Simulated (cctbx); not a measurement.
# Lattice, Laue class and space group of a new crystal

Cell: a = 10.8570 Å, b = 10.8570 Å, c = 6.0820 Å, α = 90.00°, β = 90.00°, γ = 120.00°. Expected content of the cell: Bi3 La3 Se14 Zn1 Si2.

Simulated single-crystal data (cctbx): Mo Kα, λ = 0.71073 Å, to d = 0.6 Å, 95 % of the full sphere, strongest reflection 70000 counts, noise from counting, a 1.5 % proportional error and a noise floor of 15 counts (s.d.); no absorption.

Tests on the unmerged data give:

```text
11380 reflections to d = 0.600 A
centring   violations  <I/sigma> of those
    A       5602 of  5677     29.4
    B       5576 of  5663     29.4
    C       5596 of  5686     29.3
    I       5580 of  5670     29.4
    R       7489 of  7597     29.3
    F       8387 of  8513     29.4
Laue class    unique    Rint  (classes that these axes allow; Friedel mates merged)
P -1             5985   0.062
P 1 1 2/m        3223   0.177
P -3             2004   0.063
P -3 1 m         1082   0.201
P -3 m 1         1131   0.246
P 6/m            1081   0.178
P 6/m m m         645   0.260
space group    extra absences  I>4sigma  <I/sigma>
P 3                     0          0         -  acentric
P -3                    0          0         -  centric
Wilson B = 0.50 A^2   <|E^2-1|> = 0.639 (0.968 centric, 0.736 acentric)   E^2>4: 1.0 %
shell (A)         n   <I/sigma>
 9.40 - 1.20    254     47.6
 1.20 - 0.95    250     43.1
 0.95 - 0.83    250     36.0
 0.83 - 0.76    259     34.7
 0.76 - 0.70    251     38.2
 0.70 - 0.66    251     27.9
 0.66 - 0.63    236     30.7
 0.63 - 0.60    253     24.7
```

Q: Read the symmetry from these tables.

Every centring test has many violations, so the lattice is primitive.

Rint stays low (0.062) up to P -3 and is 0.177 or more in the other classes. It includes Bijvoet differences, since Friedel mates are merged.

2 settings pass the absence test. No glide or screw absences show, which leaves P 3 and P -3.

⟨|E²−1|⟩ = 0.639 leans to a non-centrosymmetric structure, or to twinning, which lowers it. The Wilson B of 0.50 Å² means U ≈ 0.0063 Å².

The true group is P3 (no. 143), Laue class -3, non-centrosymmetric. The tables only narrow the choice to the tied entries; cell content, site symmetry and trial solutions must settle it.

The crystal is twinned by the law (-1 1 0 0 1 0 0 0 -1) with a minor fraction of 0.3; Rint in the higher class falls towards the noise as the fraction nears 1/2.

The model was made for the exercise: a known structure type with other elements put in, its volume estimated, not relaxed; displacement parameters are assumed.

[Logs are printed without paths, hosts, clocks, repeated set-up lines and the standing remarks that a program may print on its own settings, such as how far it seeks lower states.]
